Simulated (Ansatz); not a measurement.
# GaAs wire along [110], 36 atoms a period, H-terminated: bands by functional and under strain, part 3 of 3

What gap, if any, does the GaAs wire along [110], 36 atoms a period, H-terminated have, and how does it change with the functional and under strain?

Ansatz 0.2.0; DFT PBE, plane waves, PAW; relaxation of a wire's period; PAW set soft_1 (the session's first sound run).

So far, band gap on the path through both edges (eV): step 3 (bands of the perfect wire, PBE) 0.556; step 4 (r2SCAN PBE, cutoff 500 eV, k-mesh 1×1×15) 0.871; step 5 (relaxing the atoms, period over the relaxed period 0.94, k-mesh …, PBE) 0.144.

**6. Strain along the wire, period over the relaxed period 1.06, k-mesh 1×1×14**

Level of this step: DFT PBE, plane waves, PAW; relaxation at a fixed period; PAW set soft_1 (Ansatz).

The period is set to 1.06 times the relaxed one and the atoms relax within it: strain changes bond lengths and angles, which shifts the bands against each other. Against the first PBE run of this kind, the mesh along the wire has 14 points against 20.

The cell differs from the one that the last finished run ended in (c 3.889 → 4.385 Å).

Contents of input.yaml:

```yaml
crystal:
  lattice:
    - [24.42, 0.0, 0.0]
    - [0.0, 23.611, 0.0]
    - [0.0, 0.0, 4.385415195]
  atoms:
    - { symbol: H, position: [0.198246637, 0.397725382, 0.0] }
    - { symbol: Ga, position: [0.237348384, 0.450423605, 0.0] }
    - { symbol: As, position: [0.409920345, 0.203633344, 0.0] }
    - { symbol: As, position: [0.413385648, 0.372410661, 0.0] }
    - { symbol: H, position: [0.433120465, 0.861198637, 0.0] }
    - { symbol: H, position: [0.446683023, 0.151566217, 0.0] }
    - { symbol: Ga, position: [0.474233114, 0.287348395, 0.0] }
    - { symbol: Ga, position: [0.471646688, 0.45991634, 0.0] }
    - { symbol: As, position: [0.642533076, 0.206017467, 0.0] }
    - { symbol: As, position: [0.646785295, 0.367506791, 0.0] }
    - { symbol: H, position: [0.675166553, 0.150799696, 0.0] }
    - { symbol: Ga, position: [0.712715843, 0.284185649, 0.0] }
    - { symbol: Ga, position: [0.702395076, 0.454504336, 0.0] }
    - { symbol: H, position: [0.862220388, 0.541270646, 0.174153055] }
    - { symbol: H, position: [0.262680966, 0.284622186, 0.228817655] }
    - { symbol: H, position: [0.145844379, 0.541748879, 0.271416568] }
    - { symbol: H, position: [0.744099583, 0.284917761, 0.323650972] }
    - { symbol: As, position: [0.304619369, 0.284433353, 0.5] }
    - { symbol: As, position: [0.294798126, 0.632066, 0.5] }
    - { symbol: As, position: [0.294271452, 0.459085521, 0.5] }
    - { symbol: H, position: [0.313392846, 0.139112135, 0.5] }
    - { symbol: H, position: [0.314257547, 0.774161578, 0.5] }
    - { symbol: Ga, position: [0.354061158, 0.190155127, 0.5] }
    - { symbol: Ga, position: [0.356889314, 0.377625199, 0.5] }
    - { symbol: Ga, position: [0.352888465, 0.546268258, 0.5] }
    - { symbol: Ga, position: [0.351814074, 0.720274946, 0.5] }
    - { symbol: As, position: [0.530398595, 0.284530672, 0.5] }
    - { symbol: As, position: [0.526656342, 0.628473608, 0.5] }
    - { symbol: As, position: [0.528932675, 0.456697178, 0.5] }
    - { symbol: As, position: [0.523572458, 0.796932153, 0.5] }
    - { symbol: H, position: [0.54730676, 0.141679937, 0.5] }
    - { symbol: H, position: [0.561988772, 0.847892248, 0.5] }
    - { symbol: Ga, position: [0.586262833, 0.194758208, 0.5] }
    - { symbol: Ga, position: [0.589883006, 0.370921437, 0.5] }
    - { symbol: Ga, position: [0.586668035, 0.54318071, 0.5] }
    - { symbol: Ga, position: [0.584528751, 0.713978567, 0.5] }
    - { symbol: As, position: [0.762075443, 0.620494264, 0.5] }
    - { symbol: As, position: [0.759599828, 0.463061813, 0.5] }
    - { symbol: H, position: [0.79301406, 0.676669323, 0.5] }
    - { symbol: H, position: [0.790890909, 0.407167404, 0.5] }
    - { symbol: Ga, position: [0.831582106, 0.53979419, 0.5] }
    - { symbol: H, position: [0.744099583, 0.284917761, 0.676349028] }
    - { symbol: H, position: [0.145844379, 0.541748879, 0.728583432] }
    - { symbol: H, position: [0.262680966, 0.284622186, 0.771182345] }
    - { symbol: H, position: [0.862220388, 0.541270646, 0.825846945] }
    - { symbol: As, position: [0.187797082, 0.543496548, 0.0] }
    - { symbol: H, position: [0.194470583, 0.686745092, 0.0] }
    - { symbol: Ga, position: [0.237922847, 0.638075214, 0.0] }
    - { symbol: As, position: [0.410693138, 0.544542926, 0.0] }
    - { symbol: As, position: [0.40985651, 0.716813473, 0.0] }
    - { symbol: Ga, position: [0.468367606, 0.631825532, 0.0] }
    - { symbol: Ga, position: [0.465706105, 0.804129687, 0.0] }
    - { symbol: As, position: [0.644381896, 0.541976398, 0.0] }
    - { symbol: As, position: [0.642117815, 0.709026109, 0.0] }
    - { symbol: H, position: [0.677469217, 0.762340205, 0.0] }
    - { symbol: Ga, position: [0.70526387, 0.625635562, 0.0] }
kpoints:
  mp_grid: { grid: [1, 1, 14] }
  band_path: { path: ["Γ", Z], npoints: 90 }
scf:
  occupations: { method: fermi_dirac, width: 0.05 }
hamiltonian:
  xc: pbe
  pseudopotentials: { kind: paw, azcp: { folder: soft_1 } }
relax:
  max_steps: 40
  f_tol: 0.02
output:
  stress: true
```

Run with:

```sh
$ ansatz run input.yaml --threads 16 --pin off --max-ram 61440MiB --backend cuda --events-out ev --progress --plain --runs-dir out --max-vram 78GiB
```

Numbers of over 12 decimals in the logs are rounded to 6 here.

Log:

```text
[...]
Crystal: 56 atoms, lattice volume = 2528.545 Å³
Basis set: ecut = 420 eV, 49477 PW (Γ), exchange–correlation on 360×320×60 points (8 copies of the dense FFT grid, shifted against one another)
Bands: 318, of which v1, the nominal top of the filled ones, is band 262 counted from 1 (261 counted from 0)
Symmetry: 2 space group operations
[...]
k-points: 8 of 14
[...]
- { symbol: As, position: [0.411798, 0.544373, -5.4241912353973835e-19] }
    - { symbol: As, position: [0.410926, 0.716659, -5.206981287356011e-19] }
    - { symbol: Ga, position: [0.469718, 0.631613, -6.942823763929702e-19] }
    - { symbol: Ga, position: [0.467253, 0.803675, -8.157226737275421e-19] }
    - { symbol: As, position: [0.639426, 0.542160, 3.20486428131117e-18] }
    - { symbol: As, position: [0.637285, 0.709174, 3.1286906290568897e-18] }
    - { symbol: H, position: [0.673513, 0.761917, 2.5865912670547855e-18] }
    - { symbol: Ga, position: [0.700659, 0.625761, 2.9875612218503073e-18] }
[key lines of the parts left out:]
SCF converged after 8 iterations
```

Wall time 32 s (1 × NVIDIA GB200 with 16 threads of Arm Neoverse V2, shared host); peak memory 2.3 GiB.

Relaxation path:

| step | energy less that of the first step (eV) | largest force component (eV/Å) |
| --- | --- | --- |
| 1 | 0.0000 | 0.6940 |
| 2 | -0.3470 | 0.3921 |
| 3 | -0.4036 | 0.0523 |
| 4 | -0.4075 | 0.0146 |

Forces are held to the 2 operations that the run works with; a distortion that breaks them can't arise in this run.

The atoms that moved most (Å):

| atom | dx | dy | dz | length |
| --- | --- | --- | --- | --- |
| H45 | -0.218 | -0.004 | -0.057 | 0.225 |
| H14 | -0.218 | -0.004 | 0.057 | 0.225 |
| H47 | 0.197 | 0.022 | 0.000 | 0.199 |
| As38 | -0.197 | -0.001 | 0.000 | 0.197 |
| H43 | 0.184 | 0.008 | 0.058 | 0.194 |
| H16 | 0.184 | 0.008 | -0.058 | 0.194 |
| As37 | -0.193 | 0.001 | 0.000 | 0.193 |
| Ga41 | -0.191 | 0.000 | 0.000 | 0.191 |

This step gave:

```
energy at zero smearing                 : -155826.4153 eV
band gap on the path through both edges : 0.6194 eV
```

The electronic bands at the labelled points (eV, zero at the Fermi level; v1 is the highest filled band, c1 the lowest empty one):

| point | v4 | v3 | v2 | v1 | c1 | c2 | c3 | c4 |
| --- | --- | --- | --- | --- | --- | --- | --- | --- |
| Γ | -0.91 | -0.85 | -0.52 | -0.31 | 0.31 | 0.38 | 0.44 | 0.48 |
| halfway | -1.23 | -1.10 | -0.99 | -0.79 | 1.56 | 1.72 | 1.94 | 1.99 |
| Z | -1.62 | -1.41 | -1.37 | -1.23 | 1.37 | 1.47 | 1.70 | 1.78 |

The gap is 0.619 eV, against 0.556 eV under PBE at the relaxed period.

**7. Results**

```
cell length, PBE           : 4.137 Å
gap, PBE                   : 0.556 eV
gap, r2SCAN                : 0.871 eV
gap, period scaled by 0.94 : 0.144 eV
gap, period scaled by 1.06 : 0.619 eV
```

**Reading.** Under PBE the cell's length is 4.14 Å, and a gap of 0.56 eV makes it a semiconductor. At the relaxed period the wire is gapped under every functional, from 0.56 eV (PBE) to 0.87 eV (r2SCAN). Weak screening in one dimension makes quasiparticle gaps larger than the semilocal gaps, as a rule. Strain matters: under PBE the gap goes from 0.56 eV to 0.144 eV at 0.94 times the period and 0.619 eV at 1.06 times the period. Where the gap is under about 0.35 eV, the smearing of 0.05 eV partly fills the band edges in the SCF. Plain hydrogen on a compound's surface is a simple closure: it may leave surface states, and facets that end in unlike atoms put a field across the wire, both of which shrink the gap.

[Logs are printed without paths, hosts, clocks, repeated set-up lines and the standing remarks that a program may print on its own settings, such as how far it seeks lower states.]

[Hosts, paths, dates, database ids (printed as entryN), source tags and the programs' standing remarks are cut or masked in the printed files.]
